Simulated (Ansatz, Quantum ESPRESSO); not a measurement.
## GaN (zinc blende): bulk modulus from a few volumes

How stiff is zinc blende GaN under hydrostatic load? Each row scales the relaxed cell evenly and relaxes the atoms. The phase is followed to these pressures whether or not it stays the stable one.

Calculated with Quantum ESPRESSO 7.5, PBEsol, PseudoDojo 0.4.1 norm-conserving potentials, cutoff 1170 eV, Fermi–Dirac smearing 0.02 eV, k-mesh 11×11×11, no spin polarisation, no spin-orbit coupling.

Reference cell, relaxed at zero pressure with PBEsol (F-43m): a = 3.1817 Å, b = 3.1817 Å, c = 3.1817 Å, α = 60.00°, β = 60.00°, γ = 60.00°.

```csv
atom,x,y,z
Ga,0.0000,0.0000,0.0000
N,0.7500,0.7500,0.7500
```

| V (Å³/atom) | V/V0 | P (GPa) | E − E0 (meV/atom) |
| --- | --- | --- | --- |
| 10.7042 | 0.9400 | 13.286 | 26.9 |
| 10.9319 | 0.9600 | 8.366 | 11.5 |
| 11.1597 | 0.9800 | 3.950 | 2.8 |
| 11.6152 | 1.0200 | −3.565 | 2.6 |
| 11.8429 | 1.0400 | −6.764 | 9.9 |

V0 = 11.3874 Å³ an atom, where the residual pressure P0 is −0.002 GPa. **Question.** Fit the Birch–Murnaghan law and give the pressure and the energy at V = 12.0707 Å³ an atom, a row left out above.

With the Eulerian strain f = ½[(V0/V)^(2/3) − 1] and F = (P − P0)/[3f(1 + 2f)^(5/2)], the third-order law is the line F = B0 + (3/2) B0 (B′ − 4) f.

```
       f  F (GPa)
 0.02106   189.76
 0.01379   188.91
 0.00678   187.91
−0.00656   187.15
−0.01290   186.47
```

A straight line through the 5 rows: the means are 0.004434 for f and 188.04 for F, Σ(Δx)² = 0.0007908 and ΣΔxΔy = 0.07343, so the slope is 0.07343/0.0007908 = 92.856 and the intercept 188.04 − (92.856)(0.004434) = 187.63.

Hence B0 = 187.6 GPa and B′ = 4 + (92.9)/(1.5 × 187.6) = 4.33. For the withheld volume f = −0.01905, F = 185.86 GPa and P = −9.64 GPa, an extrapolation past the fitted rows. The run itself gives −9.63 GPa, so the estimate misses by 0.01 GPa, a rounding's worth.

Integrating the same law gives E − E0 = (9/2) B0 V0 f²[1 + (B′ − 4) f] + P0(V0 − V), with 1 GPa Å³ = 6.2415 meV: 21.7 meV an atom. The run itself gives 21.6 meV, so the estimate misses by 0.1 meV, a rounding's worth.

The same fit over all rows at other levels or in other programs gives B0 = 196 GPa with r2SCAN (Ansatz), 190 GPa with PBEsol (Quantum ESPRESSO, GBRV) and 203 GPa with LDA (Quantum ESPRESSO, GBRV).

[Logs are printed without paths, hosts, clocks, repeated set-up lines and the standing remarks that a program may print on its own settings, such as how far it seeks lower states.]
